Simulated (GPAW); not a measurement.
**ZnS (F-43m): refractive index against wavelength**

The refractive index of ZnS (F-43m) below the direct gap (1.86 eV on the mesh) is read from one computed spectrum, n = √(Re ε).

Cell: a, b, c = 3.821, 3.821, 3.821 Å (primitive vectors), 2 atoms.

Method: GPAW 26.7.0, LDA, RPA, k-mesh 12×12×12, local fields up to 80 eV, Lorentzian half width 0.1 eV.

Launch of the response step: `OMP_NUM_THREADS=1 python df.py`. The run took 46 s, its band step included, on 1 thread of Arm Neoverse V2, with other jobs on the host.

| wavelength (nm) | photon energy E (eV) | n |
| --- | --- | --- |
| 3000 | 0.413 | 2.4482 |
| 2000 | 0.620 | 2.4576 |
| 1550 | 0.800 | ? |
| 1310 | 0.946 | 2.4818 |
| 1064 | 1.165 | 2.5061 |

In the single-oscillator model n² − 1 = E₀E_d/(E₀² − E²), so 1/(n² − 1) = E₀/E_d − E²/(E₀E_d) is linear in E².

Working, on the rows shown:

| x = E² (eV²) | y = 1/(n² − 1) |
| --- | --- |
| 0.170801 | 0.200253 |
| 0.384302 | 0.198421 |
| 0.895757 | 0.193824 |
| 1.35784 | 0.189375 |

Means: x̄ = 0.70218, ȳ = 0.19547. Σ(x − x̄)(y − ȳ) = -0.007795, Σ(x − x̄)² = 0.8508. Slope = -0.007795 / 0.8508 = -0.009162; intercept = ȳ − slope · x̄ = 0.2019. Turned back into n, the line misses the rows shown by at most 0.00069.

Q: What does the fit predict for the withheld row, and how well does it do?

A: At x = 0.63984 the line gives y = 0.19604, that is 2.4700. The run gave 2.4694, so the interpolation is off by 0.00062, 1.1 % of the range in the table.

Refitted with all rows, the slope is -0.009169 and the intercept 0.20193. These give E₀ = √(intercept/−slope) = 4.69 eV and E_d = E₀/intercept = 23.2 eV; E₀ is 2.5 times the direct gap. The electronic limit at long wavelengths, without lattice vibrations, is n = √(1 + 1/intercept) = 2.440. The cell comes from an older database entry, whose edges can be off by a per cent or so. Excitons are left out; LDA gaps are as a rule too small. The values come from a sum over the points of one k-mesh and carry its error, which grows as the direct gap shrinks.
